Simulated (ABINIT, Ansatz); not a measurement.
**TlIO3 (R3m): one start, several treatments of the self-energy**

How much does the gap of TlIO3 (R3m) depend on the approximation to the self-energy?

Program: ABINIT 10.8.3. Level of theory: PBEsol and many-body steps on it, plane waves. Results are calculated unless marked as measured.

Most raw output is cut from this account.

### Step 1. The starting structure

The structure is trigonal, space group R3m (No. 160). Conventional cell: a = 6.302 Å, b = 6.302 Å, c = 7.966 Å, α = 90.00°, β = 90.00°, γ = 120.00°. Tl has 3 O at 2.94 Å nearest. I has 3 O at 1.82 Å nearest. Nearest to O lie 1 I at 1.82 Å. Farther neighbours and most contacts between anions are not listed.

The cell and positions are those that the Materials Project relaxed with its own functionals (PBE, PBE+U or r2SCAN), kept fixed. Spin-orbit coupling is left out unless a step names it.

### Step 2. Empty states on the mesh, 2×2×2 mesh, 192 bands

This step: ABINIT 10.8.3; DFT, PBEsol, plane waves, norm-conserving pseudopotentials.

The sums over transitions need many empty states on a uniform mesh; this step solves for them.

File run.abi:

```
acell 3*1.0 Angstrom
rprim 
  3.150792580489 1.819110944506 2.655433585300
  -3.150792580489 1.819110944506 2.655433585300
  0.000000000000 -3.638221889012 2.655433585300
ntypat 3
znucl 81 53 8
natom 5
typat 1 2 3 3 3
xred 
  0.008750850000 0.008750850000 0.008750850000
  0.501867330000 0.501867330000 0.501867330000
  0.903287650000 0.461897090000 0.461897090000
  0.461897090000 0.903287650000 0.461897090000
  0.461897090000 0.461897090000 0.903287650000
pp_dirpath "pseudos"
pseudos "Tl.upf, I.upf, O.upf"
ecut 42
ngkpt 2 2 2
nshiftk 1
shiftk 0 0 0
kptopt 1
chksymbreak 0
iscf -2
irdden 1
istwfk *1
nband 192
nbdbuf 16
tolwfr 1e-09
nstep 60
prtvol 0
indata_prefix "in"
outdata_prefix "out"
tmpdata_prefix "tmp"
```

Run with:

```console
OMP_NUM_THREADS=1 mpirun -n 4 abinit run.abi > log
```

The job ended after 68 s (4 MPI ranks of Arm Neoverse V1, shared host; peak memory 0.46 GiB).

Numbers from this step:

```yaml
gap: 2.690 eV
k_of_the_valence_top: 0.5, 0.5, 0.5
k_of_the_conduction_bottom: 0.5, 0.5, 0.5
least_direct_gap: 2.690 eV
k_points_computed: 4
lowest_point_of_the_top_converged_band_above_the_valence_top: 74.2204 eV
```

On this mesh the gap is 2.690 eV.

The density comes from a self-consistent run that is not shown.

### Step 3. Screening, 2×2×2 mesh, 88 bands, screening to 114.3 eV

The RPA dielectric matrix is built and inverted for each q.

This step: RPA screening on PBEsol, plane waves, norm-conserving pseudopotentials.

run.abi: that of step 2 with these lines changed.

```diff
@@ -23,10 +23,11 @@
 chksymbreak 0
-iscf -2
-irdden 1
 istwfk *1
-nband 192
-nbdbuf 16
-tolwfr 1e-09
-nstep 60
-prtvol 0
+occopt 1
+irdwfk 1
+optdriver 3
+nband 88
+ecuteps 4.2
+inclvkb 2
+awtr 1
+symchi 1
 indata_prefix "in"
```

It took 17 s on 4 MPI ranks; peak memory 1 GiB.

This step gave:

* ε∞ with local fields, on this mesh, along the program's q direction: 5.166
* the same without local fields: 6.172
* plasma frequency: 29.08 eV
* plane waves in the screening matrix: 251

Local fields lower ε∞ by 16 %. On a Γ-centred mesh this coarse the value itself is usually too large, while a short band sum pulls it down.

### Step 4. G0W0, Godby-Needs plasmon pole

The self-energy is evaluated for the states that the input lists, and the levels follow from it, in one-shot runs by the linearised quasiparticle equation.

This step: G0W0 on PBEsol, plane waves, norm-conserving pseudopotentials.

run.abi: that of step 3 with these lines changed.

```diff
@@ -26,8 +26,17 @@
 irdwfk 1
-optdriver 3
+optdriver 4
 nband 88
+gwcalctyp 0
+ecutsigx 42
+symsigma 1
+nkptgw 2
+kptgw 
+  0.5000000000 0.5000000000 0.5000000000
+  0.0000000000 0.0000000000 0.0000000000
+bdgw 
+  27 30
+  27 31
 ecuteps 4.2
-inclvkb 2
-awtr 1
-symchi 1
+irdscr 1
+ppmodel 1
 indata_prefix "in"
```

The job ended after 6.7 s (4 MPI ranks; peak memory 0.7 GiB; 27 s of CPU time).

Numbers from this step:

* G0W0 gap on the points computed: 4.195 eV
* starting gap on the mesh: 2.690 eV
* k of the valence top: 0.5, 0.5, 0.5
* k of the conduction bottom: 0.5, 0.5, 0.5
* Z at the valence top: 0.796
* Z at the conduction bottom: 0.819
* least direct G0W0 gap on the computed points: 4.195 eV

The gap on the mesh goes from 2.69 eV to 4.20 eV, a correction of +1.50 eV.

### Step 5. G0W0, Hybertsen-Louie plasmon pole

run.abi: that of step 4 with these lines changed.

```diff
@@ -40,3 +40,3 @@
 irdscr 1
-ppmodel 1
+ppmodel 2
 indata_prefix "in"
```

Run time: 6.7 s. Hardware: 4 MPI ranks; peak memory 0.68 GiB; 26 s of CPU time.

This step gave:

| Quantity | Value |
| --- | --- |
| G0W0 gap on the points computed | 4.378 eV |
| starting gap on the mesh | 2.690 eV |
| k of the valence top | 0.5, 0.5, 0.5 |
| k of the conduction bottom | 0.5, 0.5, 0.5 |
| Z at the valence top | 0.866 |
| Z at the conduction bottom | 0.876 |
| least direct G0W0 gap on the computed points | 4.378 eV |

Against G0W0 in ABINIT (2×2×2 mesh, 88 bands, screening to 114.3 eV, Godby-Needs plasmon pole), the gap moves by +0.183 eV.

### Step 6. G0W0, Engel-Farid plasmon pole

run.abi: that of step 5 with these lines changed.

```diff
@@ -40,3 +40,3 @@
 irdscr 1
-ppmodel 2
+ppmodel 4
 indata_prefix "in"
```

Run time: 5.4 s. Hardware: 4 MPI ranks; peak memory 0.29 GiB.

Numbers from this step:

* G0W0 gap on the points computed: 4.231 eV
* starting gap on the mesh: 2.690 eV
* k of the valence top: 0.5, 0.5, 0.5
* k of the conduction bottom: 0.5, 0.5, 0.5
* least direct G0W0 gap on the computed points: 4.231 eV

Against G0W0 in ABINIT (2×2×2 mesh, 88 bands, screening to 114.3 eV, Godby-Needs plasmon pole), the gap moves by +0.036 eV.

### Step 7. One-shot Hartree-Fock

This step: one-shot Hartree-Fock on PBEsol, plane waves, norm-conserving pseudopotentials.

run.abi: that of step 6 with these lines changed.

```diff
@@ -27,4 +27,4 @@
 optdriver 4
-nband 88
-gwcalctyp 0
+nband 32
+gwcalctyp 5
 ecutsigx 42
@@ -38,5 +38,4 @@
   27 31
-ecuteps 4.2
-irdscr 1
-ppmodel 4
+ixc_sigma 40
+fftgw 31
 indata_prefix "in"
```

Wall time 3.9 s (4 MPI ranks); peak memory 0.36 GiB; 15 s of CPU time.

This step gave:

```yaml
quasiparticle_gap_on_the_points_computed: 10.36 eV
starting_gap_on_the_mesh: 2.690 eV
k_of_the_valence_top: 0.5, 0.5, 0.5
k_of_the_conduction_bottom: 0.5, 0.5, 0.5
least_direct_quasiparticle_gap_on_the_computed_points: 10.36 eV
```

Against G0W0 in ABINIT (2×2×2 mesh, 88 bands, screening to 114.3 eV, Godby-Needs plasmon pole), the gap moves by +6.163 eV.

### Step 8. Screening, 2×2×2 mesh, 88 bands, screening to 114.3 eV

This step: RPA screening on PBEsol, plane waves, norm-conserving pseudopotentials.

run.abi: that of step 7 with these lines changed.

```diff
@@ -26,16 +26,14 @@
 irdwfk 1
-optdriver 4
-nband 32
-gwcalctyp 5
-ecutsigx 42
-symsigma 1
-nkptgw 2
-kptgw 
-  0.5000000000 0.5000000000 0.5000000000
-  0.0000000000 0.0000000000 0.0000000000
-bdgw 
-  27 30
-  27 31
-ixc_sigma 40
-fftgw 31
+optdriver 3
+nband 88
+ecuteps 4.2
+inclvkb 2
+awtr 1
+symchi 1
+gwcalctyp 2
+nfreqre 16
+freqremax 40 eV
+nfreqim 8
+spmeth 1
+nomegasf 120
 indata_prefix "in"
```

Wall time 21 s (4 MPI ranks); peak memory 1.5 GiB; 86 s of CPU time.

Numbers from this step:

* ε∞ with local fields, on this mesh, along the program's q direction: 5.253
* the same without local fields: 6.291
* plasma frequency: 29.08 eV
* plane waves in the screening matrix: 251

### Step 9. G0W0, contour deformation

This step: G0W0 on PBEsol, plane waves, norm-conserving pseudopotentials.

run.abi: that of step 8 with these lines changed.

```diff
@@ -26,14 +26,16 @@
 irdwfk 1
-optdriver 3
+optdriver 4
 nband 88
+gwcalctyp 2
+ecutsigx 42
+symsigma 1
+nkptgw 2
+kptgw 
+  0.5000000000 0.5000000000 0.5000000000
+  0.0000000000 0.0000000000 0.0000000000
+bdgw 
+  27 30
+  27 31
 ecuteps 4.2
-inclvkb 2
-awtr 1
-symchi 1
-gwcalctyp 2
-nfreqre 16
-freqremax 40 eV
-nfreqim 8
-spmeth 1
-nomegasf 120
+irdscr 1
 indata_prefix "in"
```

It took 5.6 s on 4 MPI ranks; peak memory 0.32 GiB; 22 s of CPU time.

Numbers from this step:

```
G0W0 gap on the points computed              : 4.131 eV
starting gap on the mesh                     : 2.690 eV
k of the valence top                         : 0.5, 0.5, 0.5
k of the conduction bottom                   : 0.5, 0.5, 0.5
least direct G0W0 gap on the computed points : 4.131 eV
```

Against G0W0 in ABINIT (2×2×2 mesh, 88 bands, screening to 114.3 eV, Godby-Needs plasmon pole), the gap moves by −0.064 eV.

### Step 10. The runs together

Times are wall times on 4 MPI ranks of Arm Neoverse V1, shared host, good to a factor of about two. A run's time includes the screening step that it read.

| run | mesh | bands | screening cutoff (eV) | DFT gap (eV) | gap on the mesh (eV) | direct (eV) | ε∞ used | time |
| --- | --- | --- | --- | --- | --- | --- | --- | --- |
| G0W0, Godby-Needs plasmon pole | 2×2×2 | 88 | 114.3 | 2.690 | 4.195 | 4.195 | 5.17 | 24 s |
| G0W0, Hybertsen-Louie plasmon pole | 2×2×2 | 88 | 114.3 | 2.690 | 4.378 | 4.378 | 5.17 | 24 s |
| G0W0, Engel-Farid plasmon pole | 2×2×2 | 88 | 114.3 | 2.690 | 4.231 | 4.231 | 5.17 | 23 s |
| one-shot Hartree-Fock | 2×2×2 | - | - | 2.690 | 10.358 | 10.358 | - | 3.9 s |
| G0W0, contour deformation | 2×2×2 | 88 | 114.3 | 2.690 | 4.131 | 4.131 | 5.25 | 27 s |

### Step 11. What came out

| Quantity | Value |
| --- | --- |
| G0W0, Godby-Needs plasmon pole | 4.195 eV |
| G0W0, Hybertsen-Louie plasmon pole | 4.378 eV |
| G0W0, Engel-Farid plasmon pole | 4.231 eV |
| one-shot Hartree-Fock | 10.358 eV |
| G0W0, contour deformation | 4.131 eV |
| known limits | not at the basis limit; no spin-orbit coupling; coarse k mesh |

**Reading.** G0W0, Hybertsen-Louie plasmon pole: +0.183 eV against G0W0, Godby-Needs plasmon pole. G0W0, Engel-Farid plasmon pole: +0.036 eV against G0W0, Godby-Needs plasmon pole. One-shot Hartree-Fock: +6.163 eV against G0W0, Godby-Needs plasmon pole. G0W0, contour deformation: −0.064 eV against G0W0, Godby-Needs plasmon pole. Bare exchange alone opens the gap to 10.36 eV; against G0W0, correlation takes back 6.16 eV. Bands and cutoff are finite, so the gap is not at the basis limit. The miss can reach some tenths of an eV and take either sign; the mesh is an error of its own. In the G0W0 runs levels were corrected at 2 k points alone, so a gap called «on the mesh» is the least over those, and an edge elsewhere would be missed. The 2×2×2 mesh is coarse for this cell, which bears on the long-range parts of exchange and screening. Where an edge is built on 6p states of lead, bismuth or thallium, scalar-relativistic gaps usually stand too wide, by a few tenths to over one eV. The many-body steps are scalar-relativistic: spin-orbit coupling is not in them.

[Paths, hosts, dates, memory and timing lines, banners, echoed tables and standing remarks are left out of the program output.]

[Logs are printed without paths, hosts, clocks, repeated set-up lines and the standing remarks that a program may print on its own settings, such as how far it seeks lower states.]

[Runs of the session that timed out or met a known fault of the program may be left out.]

[Hosts, paths, dates, database ids (printed as entryN), source tags and the programs' standing remarks are cut or masked in the printed files.]

[G0W0 gaps are taken among the corrected bands and points alone; a level outside them can change the order at an edge.]

[Where Ansatz stands beside ABINIT at settings called matched, ABINIT's density can come from a denser mesh and the files from another edition; pairs whose starting gaps differed by over 0.03 eV were left out, so agreement reads better than it is.]
